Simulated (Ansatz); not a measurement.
# Dielectric response of KBr (001) films, part 3 of 5

Aim: the electronic and static ε of rocksalt KBr (001) from films of three thicknesses in a field.

Ansatz 0.2.0; plane-wave DFT, PBE, Ansatz PAW (the session's first sound run).

So far. Step 8 (Field on, atoms free, 6 atoms, field -0.05 V/Å): The dipole is -0.0573 e·Å, and the gap on the mesh 4.376 eV.

## 9. Response with the atoms relaxed, 6 atoms, units 3

This step: plane-wave DFT, PBE, Ansatz PAW; response to a field along the normal, atoms relaxed (Ansatz 0.2.0).

The two relaxed runs give the static response.

Numbers from this step:

| Property | Result |
| --- | --- |
| equivalent conductor thickness p/(ε₀AE) | 9.514 Å |
| distance between the outer atoms | 6.769 Å |

Local field over the applied field, running mean. From the potentials at -0.05 and 0.05 V/Å; running mean over 3.3 Å, taken twice. Table of local field over applied field by z:

z (Å), local field over applied field and a bar:
```
      4.0      0.987 ##############################
      4.5      0.973 #############################
      5.0      0.911 ###########################
      5.5      0.824 #########################
      6.0      0.757 ######################
      6.5      0.678 ####################
      7.0      0.544 ###############
      7.5      0.402 ###########
      8.0      0.291 #######
      8.5      0.271 ######
      9.0      0.224 #####
      9.5      0.118 #
     10.0      0.080 
     10.5      0.112 #
     11.0      0.152 ##
     11.5      0.159 ###
     12.0      0.096 #
     12.5      0.087 
     13.0      0.149 ##
     13.5      0.158 ###
     14.0      0.120 #
     14.5      0.084 
     15.0      0.099 #
     15.5      0.206 ####
     16.0      0.268 ######
     16.5      0.279 #######
     17.0      0.376 ##########
     17.5      0.515 ##############
     18.0      0.654 ###################
     18.5      0.745 ######################
     19.0      0.809 ########################
     19.5      0.893 ###########################
     20.0      0.966 #############################
     20.5      0.989 ##############################
```

The induced dipole is that of a conductor 9.51 Å thick.

## 10. Relaxation, 10 atoms, units 5

This step: plane-wave DFT, PBE, Ansatz PAW (Ansatz 0.2.0).

System of this step: KBr (001), 5 units. The cell holds 10 atoms: 5 K and 5 Br. Cell: a = 4.667 Å, b = 4.667 Å, c = 31.200 Å, α = 90.0°, β = 90.0°, γ = 90.0°. It derives from KBr (rocksalt KBr). Vacuum lies along c.

The next thickness, treated alike, so that differences show the interior and the faces cancel.

input.yaml

```yaml
crystal:
  lattice:
    - [4.66690476, 0.0, 0.0]
    - [0.0, 4.66690476, 0.0]
    - [0.0, 0.0, 31.2]
  atoms:
    - { symbol: K, position: [0.5, 0.5, 0.2884615385] }
    - { symbol: Br, position: [0.0, 0.0, 0.2884615385] }
    - { symbol: K, position: [0.0, 0.0, 0.3942307692] }
    - { symbol: Br, position: [0.5, 0.5, 0.3942307692] }
    - { symbol: K, position: [0.5, 0.5, 0.5] }
    - { symbol: Br, position: [0.0, 0.0, 0.5] }
    - { symbol: K, position: [0.0, 0.0, 0.6057692308] }
    - { symbol: Br, position: [0.5, 0.5, 0.6057692308] }
    - { symbol: K, position: [0.5, 0.5, 0.7115384615] }
    - { symbol: Br, position: [0.0, 0.0, 0.7115384615] }
kpoints:
  mp_grid: { grid: [6, 6, 1] }
hamiltonian:
  xc: pbe
scf:
  occupations: { method: fixed }
  convergence: { dr2_threshold: 1.0e-09 }
efield:
  axis: 3
  dipole_correction: true
  ramp_position: 0.97
  ramp_width: 0.06
relax:
  f_tol: 0.003
  max_steps: 100
output:
  write_potential: true
  write_density: true
  volumetric_format: npy
```

Command:

```bash
$ ansatz run input.yaml --threads 4 --pin off --max-ram 8192MiB --backend cpu --events-out ev --progress --plain --runs-dir out
```

Numbers of over 12 decimals in the logs are rounded to 6 here.

The program printed:

```text
[...]
Crystal: 10 atoms, lattice volume = 679.536 Å³
Basis set: ecut = 420 eV, 13201 PW (Γ), exchange–correlation on 64×64×432 points (8 copies of the dense FFT grid, shifted against one another)
Bands: 50, of which v1, the nominal top of the filled ones, is band 40 counted from 1 (39 counted from 0)
Symmetry: 8 space group operations
k-points: 10 of 36
[...]
- { symbol: Br, position: [0, 0.0, 0.283392] }
    - { symbol: K, position: [0, 0.0, 0.391553] }
    - { symbol: Br, position: [0.5, 0.5, 0.392228] }
    - { symbol: K, position: [0.5, 0.5, 0.500000] }
    - { symbol: Br, position: [0, 0.0, 0.500000] }
    - { symbol: K, position: [0, 0.0, 0.608447] }
    - { symbol: Br, position: [0.5, 0.5, 0.607772] }
    - { symbol: K, position: [0.5, 0.5, 0.714236] }
    - { symbol: Br, position: [0, 0.0, 0.716608] }
[key lines of the parts left out:]
SCF converged after 6 iterations
Free energy (F): -21622.232968 eV
Fermi energy:    -2.239524 eV
Dipole field:    D = -0.000000 V/Å  (p = -0.000001 e·Å, saw-weighted, corrected)
Work function:   Φ+ = 6.0084 eV   Φ− = 6.0084 eV
```

Run time: 22 s. Hardware: 4 threads of Arm Neoverse V2, shared host; peak memory 1.1 GiB; 86 s of CPU time.

Step by step:

| step | energy less that of the first step (eV) | largest force component (eV/Å) |
| --- | --- | --- |
| 1 | 0.0000 | 0.1027 |
| 2 | -0.0118 | 0.0314 |
| 3 | -0.0149 | 0.0034 |
| 4 | -0.0150 | 0.0014 |

Forces are held to the 8 operations that the run works with; a distortion that breaks them can't arise in this run.

The atoms that moved most (Å):

| atom | dx | dy | dz | length |
| --- | --- | --- | --- | --- |
| Br10 | 0.000 | 0.000 | 0.158 | 0.158 |
| Br2 | 0.000 | 0.000 | -0.158 | 0.158 |
| K1 | 0.000 | 0.000 | -0.084 | 0.084 |
| K9 | 0.000 | 0.000 | 0.084 | 0.084 |
| K3 | 0.000 | 0.000 | -0.084 | 0.084 |
| K7 | 0.000 | 0.000 | 0.084 | 0.084 |
| Br8 | 0.000 | 0.000 | 0.062 | 0.062 |
| Br4 | 0.000 | 0.000 | -0.062 | 0.062 |

The relaxation took 4 steps and lowered the energy by 0.015 eV; the largest force on the free atoms ends at 0.0014 eV/Å.

The gap is 4.38 eV, with the valence edge 6.01 eV and the conduction edge 1.63 eV under the upper vacuum level.

## 11. Single point on the relaxed film, 10 atoms, units 5

The next thickness, treated alike, so that differences show the interior and the faces cancel.

input.yaml, the sections that differ from step 10:

```yaml
crystal:
  lattice:
    - [4.66690476, 0.0, 0.0]
    - [0.0, 4.66690476, 0.0]
    - [0.0, 0.0, 31.2]
  atoms:
    - { symbol: K, position: [0.5, 0.5, 0.2857636326] }
    - { symbol: Br, position: [0.0, 0.0, 0.2833923615] }
    - { symbol: K, position: [0.0, 0.0, 0.3915534568] }
    - { symbol: Br, position: [0.5, 0.5, 0.3922284649] }
    - { symbol: K, position: [0.5, 0.5, 0.4999999927] }
    - { symbol: Br, position: [0.0, 0.0, 0.5000000052] }
    - { symbol: K, position: [0.0, 0.0, 0.6084465282] }
    - { symbol: Br, position: [0.5, 0.5, 0.6077715524] }
    - { symbol: K, position: [0.5, 0.5, 0.7142363591] }
    - { symbol: Br, position: [0.0, 0.0, 0.7166076468] }
output:
  eigenvalues: true
  write_potential: true
  write_density: true
  volumetric_format: npy
  elf: true
# kpoints, hamiltonian, scf, efield: as in step 10
# relax: removed
```

The program printed:

```text
[...]
Crystal: 10 atoms, lattice volume = 679.536 Å³
Basis set: ecut = 420 eV, 13201 PW (Γ)
Bands: 50, of which v1, the nominal top of the filled ones, is band 40 counted from 1 (39 counted from 0)
Symmetry: 8 space group operations
k-points: 10 of 36
[...]
k-point 1: bands = [... 36 lower, -2.3829, -2.3231, -2.3030, -2.2952, 2.5405, 2.7164, 3.1828, 3.7352, ... 6 higher]
  k-point 2: bands = [... 36 lower, -2.4173, -2.4097, -2.4022, -2.4008, 3.3825, 3.4252, 3.7797, 4.1330, ... 6 higher]
  k-point 9: bands = [... 36 lower, -2.5793, -2.5793, -2.3792, -2.3577, 3.7600, 3.7600, 4.1973, 4.1973, ... 6 higher]
[key lines of the parts left out:]
SCF converged after 8 iterations
Free energy (F): -21622.233229 eV
Fermi energy:    -2.239511 eV
Dipole field:    D = 0.000000 V/Å  (p = 0.000001 e·Å, saw-weighted, corrected)
Work function:   Φ+ = 6.0083 eV   Φ− = 6.0084 eV
```

Wall time 10 s (4 threads); peak memory 1.1 GiB; 40 s of CPU time.

The gap is 4.38 eV, with the valence edge 6.01 eV and the conduction edge 1.63 eV under the upper vacuum level.

## 12. Atoms held, 10 atoms, units 5, field 0.05 V/Å

Changes to input.yaml since step 11:

```diff
@@ -22,3 +22,3 @@
   occupations: { method: fixed }
-  convergence: { dr2_threshold: 1.0e-09 }
+  convergence: { dr2_threshold: 1.0e-10 }
 efield:
@@ -28,4 +28,4 @@
   ramp_width: 0.06
+  amplitude: 0.05
 output:
-  eigenvalues: true
   write_potential: true
@@ -33,2 +33 @@
   volumetric_format: npy
-  elf: true
```

The program printed:

```text
[...]
Crystal: 10 atoms, lattice volume = 679.536 Å³
Basis set: ecut = 420 eV, 13201 PW (Γ)
Bands: 50, of which v1, the nominal top of the filled ones, is band 40 counted from 1 (39 counted from 0)
Symmetry: 8 space group operations
k-points: 10 of 36
[...]
k-point 0: bands = [... 36 lower, -2.3063, -2.2732, -2.1219, -2.1219, 2.0920, 2.4185, 2.9107, 3.4698, ... 6 higher]
  k-point 1: bands = [... 36 lower, -2.3629, -2.3324, -2.2546, -2.1726, 2.4646, 2.7651, 3.1824, 3.7065, ... 6 higher]
  k-point 2: bands = [... 36 lower, -2.4823, -2.4775, -2.2949, -2.2703, 3.2277, 3.5561, 3.7777, 4.1297, ... 6 higher]
  k-point 9: bands = [... 36 lower, -2.5028, -2.5028, -2.4941, -2.2377, 3.7461, 3.7461, 4.2013, 4.2013, ... 6 higher]
[key lines of the parts left out:]
SCF converged after 11 iterations
Free energy (F): -21622.234787 eV
Fermi energy:    -2.121863 eV
Dipole field:    D = 0.016597 V/Å  (p = 0.062328 e·Å, saw-weighted, corrected)
```

Wall time 9.7 s (4 threads); peak memory 1.1 GiB.

The dipole is 0.0623 e·Å, and the gap on the mesh 4.214 eV.

## 13. Single point, 10 atoms, units 5, field -0.05 V/Å

Changes to input.yaml since step 12:

```diff
@@ -28,3 +28,3 @@
   ramp_width: 0.06
-  amplitude: 0.05
+  amplitude: -0.05
 output:
```

The program printed:

```text
[...]
Crystal: 10 atoms, lattice volume = 679.536 Å³
Basis set: ecut = 420 eV, 13201 PW (Γ)
Bands: 50, of which v1, the nominal top of the filled ones, is band 40 counted from 1 (39 counted from 0)
Symmetry: 8 space group operations
k-points: 10 of 36
[...]
k-point 0: bands = [... 36 lower, -2.3063, -2.2732, -2.1219, -2.1219, 2.0920, 2.4185, 2.9107, 3.4698, ... 6 higher]
  k-point 1: bands = [... 36 lower, -2.3629, -2.3324, -2.2546, -2.1726, 2.4646, 2.7651, 3.1824, 3.7065, ... 6 higher]
  k-point 2: bands = [... 36 lower, -2.4823, -2.4775, -2.2949, -2.2703, 3.2277, 3.5561, 3.7777, 4.1297, ... 6 higher]
  k-point 9: bands = [... 36 lower, -2.5028, -2.5028, -2.4941, -2.2377, 3.7461, 3.7461, 4.2013, 4.2013, ... 6 higher]
[key lines of the parts left out:]
SCF converged after 11 iterations
Free energy (F): -21622.234787 eV
Fermi energy:    -2.121869 eV
Dipole field:    D = -0.016597 V/Å  (p = -0.062329 e·Å, saw-weighted, corrected)
```

Elapsed: 9.6 s, on 4 threads; peak memory 1.1 GiB.

The dipole is -0.0623 e·Å, and the gap on the mesh 4.214 eV.

## 14. Response with the atoms held, 10 atoms, units 5

This step: plane-wave DFT, PBE, Ansatz PAW; response to a field along the normal, atoms held (Ansatz 0.2.0).

Local field over the applied field, running mean. From the potentials at -0.05 and 0.05 V/Å; running mean over 3.3 Å, taken twice. Table of local field over applied field by z:

| z (Å) | local field over applied field |
| --- | --- |
| 4 | 0.958 |
| 5 | 0.963 |
| 6 | 0.868 |
| 7 | 0.711 |
| 8 | 0.546 |
| 9 | 0.433 |
| 10 | 0.393 |
| 11 | 0.391 |
| 12 | 0.394 |
| 13 | 0.397 |
| 14 | 0.397 |
| 15 | 0.397 |
| 16 | 0.396 |
| 17 | 0.397 |
| 18 | 0.397 |
| 19 | 0.395 |
| 20 | 0.392 |
| 21 | 0.391 |
| 22 | 0.420 |
| 23 | 0.517 |
| 24 | 0.677 |
| 25 | 0.841 |
| 26 | 0.950 |
| 27 | 0.986 |

The induced dipole is that of a conductor 10.36 Å thick.

## 15. Relaxing in the field, 10 atoms, units 5, field 0.05 V/Å

This step: plane-wave DFT, PBE, Ansatz PAW (Ansatz 0.2.0).

The same pair of relaxations in the field for this thickness.

Changes to input.yaml since step 13:

```diff
@@ -28,3 +28,6 @@
   ramp_width: 0.06
-  amplitude: -0.05
+  amplitude: 0.05
+relax:
+  f_tol: 0.0006
+  max_steps: 70
 output:
```

The program printed:

```text
[...]
Crystal: 10 atoms, lattice volume = 679.536 Å³
Basis set: ecut = 420 eV, 13201 PW (Γ), exchange–correlation on 64×64×432 points (8 copies of the dense FFT grid, shifted against one another)
Bands: 50, of which v1, the nominal top of the filled ones, is band 40 counted from 1 (39 counted from 0)
Symmetry: 8 space group operations
k-points: 10 of 36
[...]
- { symbol: K, position: [0.5, 0.5, 0.286015] }
    - { symbol: Br, position: [0, 0.0, 0.283047] }
    - { symbol: K, position: [0, 0.0, 0.391679] }
    - { symbol: Br, position: [0.5, 0.5, 0.392094] }
    - { symbol: K, position: [0.5, 0.5, 0.500209] }
    - { symbol: Br, position: [0, 0.0, 0.499801] }
    - { symbol: K, position: [0, 0.0, 0.608588] }
    - { symbol: Br, position: [0.5, 0.5, 0.607701] }
    - { symbol: K, position: [0.5, 0.5, 0.714545] }
    - { symbol: Br, position: [0, 0.0, 0.716322] }
[key lines of the parts left out:]
SCF converged after 5 iterations
Free energy (F): -21622.235238 eV
Fermi energy:    -2.201832 eV
Dipole field:    D = 0.024175 V/Å  (p = 0.090785 e·Å, saw-weighted, corrected)
```

Wall time 21 s (4 threads); peak memory 1.1 GiB; 83 s of CPU time.

The steps of the relaxation:

| step | energy less that of the first step (eV) | largest force component (eV/Å) |
| --- | --- | --- |
| 1 | 0.0000 | 0.0236 |
| 2 | -0.0006 | 0.0085 |
| 3 | -0.0007 | 0.0006 |
| 4 | -0.0007 | 0.0002 |

The run keeps the 8 symmetry operations that it works with, so distortions that break them were not tested.

The atoms that moved most (Å):

| atom | dx | dy | dz | length |
| --- | --- | --- | --- | --- |
| Br2 | 0.000 | 0.000 | -0.011 | 0.011 |
| K9 | 0.000 | 0.000 | 0.010 | 0.010 |
| Br10 | 0.000 | 0.000 | -0.009 | 0.009 |
| K1 | 0.000 | 0.000 | 0.008 | 0.008 |
| K5 | 0.000 | 0.000 | 0.007 | 0.007 |
| Br6 | 0.000 | 0.000 | -0.006 | 0.006 |

The relaxed structure:

```cif
data_structure
_symmetry_space_group_name_H-M 'P 1'
_symmetry_Int_Tables_number 1
_cell_length_a 4.6669
_cell_length_b 4.6669
_cell_length_c 31.2000
_cell_angle_alpha 90.000
_cell_angle_beta 90.000
_cell_angle_gamma 90.000
_cell_volume 679.54
loop_
_atom_site_label
_atom_site_type_symbol
_atom_site_fract_x
_atom_site_fract_y
_atom_site_fract_z
_atom_site_occupancy
K1 K 0.50000 0.50000 0.28601 1
Br2 Br 0.00000 0.00000 0.28305 1
K3 K 0.00000 0.00000 0.39168 1
Br4 Br 0.50000 0.50000 0.39209 1
K5 K 0.50000 0.50000 0.50021 1
Br6 Br 0.00000 0.00000 0.49980 1
K7 K 0.00000 0.00000 0.60859 1
Br8 Br 0.50000 0.50000 0.60770 1
K9 K 0.50000 0.50000 0.71454 1
Br10 Br 0.00000 0.00000 0.71632 1
```

The relaxation took 4 steps and lowered the energy by 7.1e-4 eV; the largest force on the free atoms ends at 1.6e-4 eV/Å.

The dipole is 0.0908 e·Å, and the gap on the mesh 4.334 eV.

## 16. Field on, atoms free, 10 atoms, units 5, field -0.05 V/Å

The opposite sign, again from the field-free geometry; the difference of the two cancels what relaxes without a field.

Changes to input.yaml since step 15:

```diff
@@ -28,3 +28,3 @@
   ramp_width: 0.06
-  amplitude: 0.05
+  amplitude: -0.05
 relax:
```

The program printed:

```text
[...]
Crystal: 10 atoms, lattice volume = 679.536 Å³
Basis set: ecut = 420 eV, 13201 PW (Γ), exchange–correlation on 64×64×432 points (8 copies of the dense FFT grid, shifted against one another)
Bands: 50, of which v1, the nominal top of the filled ones, is band 40 counted from 1 (39 counted from 0)
Symmetry: 8 space group operations
k-points: 10 of 36
[...]
- { symbol: K, position: [0.5, 0.5, 0.285455] }
    - { symbol: Br, position: [0, 0.0, 0.283678] }
    - { symbol: K, position: [0, 0.0, 0.391412] }
    - { symbol: Br, position: [0.5, 0.5, 0.392299] }
    - { symbol: K, position: [0.5, 0.5, 0.499791] }
    - { symbol: Br, position: [0, 0.0, 0.500199] }
    - { symbol: K, position: [0, 0.0, 0.608321] }
    - { symbol: Br, position: [0.5, 0.5, 0.607906] }
    - { symbol: K, position: [0.5, 0.5, 0.713985] }
    - { symbol: Br, position: [0, 0.0, 0.716953] }
[key lines of the parts left out:]
SCF converged after 5 iterations
Free energy (F): -21622.235238 eV
Fermi energy:    -2.201830 eV
Dipole field:    D = -0.024175 V/Å  (p = -0.090784 e·Å, saw-weighted, corrected)
```

Run time: 21 s. Hardware: 4 threads; peak memory 1.1 GiB.

Relaxation path:

| step | energy less that of the first step (eV) | largest force component (eV/Å) |
| --- | --- | --- |
| 1 | 0.0000 | 0.0236 |
| 2 | -0.0006 | 0.0085 |
| 3 | -0.0007 | 0.0006 |
| 4 | -0.0007 | 0.0002 |

Forces are held to the 8 operations that the run works with; a distortion that breaks them can't arise in this run.

The atoms that moved most (Å):

| atom | dx | dy | dz | length |
| --- | --- | --- | --- | --- |
| Br10 | 0.000 | 0.000 | 0.011 | 0.011 |
| K1 | 0.000 | 0.000 | -0.010 | 0.010 |
| Br2 | 0.000 | 0.000 | 0.009 | 0.009 |
| K9 | 0.000 | 0.000 | -0.008 | 0.008 |
| K5 | 0.000 | 0.000 | -0.007 | 0.007 |
| Br6 | 0.000 | 0.000 | 0.006 | 0.006 |

The relaxation took 4 steps and lowered the energy by 7.1e-4 eV; the largest force on the free atoms ends at 1.6e-4 eV/Å.

The dipole is -0.0908 e·Å, and the gap on the mesh 4.334 eV.

## 17. Response with the atoms relaxed, 10 atoms, units 5

This step: plane-wave DFT, PBE, Ansatz PAW; response to a field along the normal, atoms relaxed (Ansatz 0.2.0).

Local field over the applied field, running mean. From the potentials at -0.05 and 0.05 V/Å; running mean over 3.3 Å, taken twice. The local field over applied field by z:

| z (Å) | local field over applied field |
| --- | --- |
| 4 | 0.963 |
| 5 | 0.899 |
| 6 | 0.755 |
| 7 | 0.537 |
| 8 | 0.300 |
| 9 | 0.210 |
| 10 | 0.0773 |
| 11 | 0.128 |
| 12 | 0.109 |
| 13 | 0.189 |
| 14 | 0.175 |
| 15 | 0.168 |
| 16 | 0.178 |
| 17 | 0.169 |
| 18 | 0.193 |
| 19 | 0.116 |
| 20 | 0.134 |
| 21 | 0.0842 |
| 22 | 0.167 |
| 23 | 0.288 |
| 24 | 0.481 |
| 25 | 0.730 |
| 26 | 0.863 |
| 27 | 0.981 |

The induced dipole is that of a conductor 15.09 Å thick.

(Part 3 of 5 ends here.)

[Logs are printed without paths, hosts, clocks, repeated set-up lines and the standing remarks that a program may print on its own settings, such as how far it seeks lower states.]

[Hosts, paths, dates, database ids (printed as entryN), source tags and the programs' standing remarks are cut or masked in the printed files.]

[Maps of the electrostatic potential energy from Ansatz leave out the sawtooth potential of an applied field or a dipole correction, so their vacuum need not be flat; planar profiles and work functions include it.]
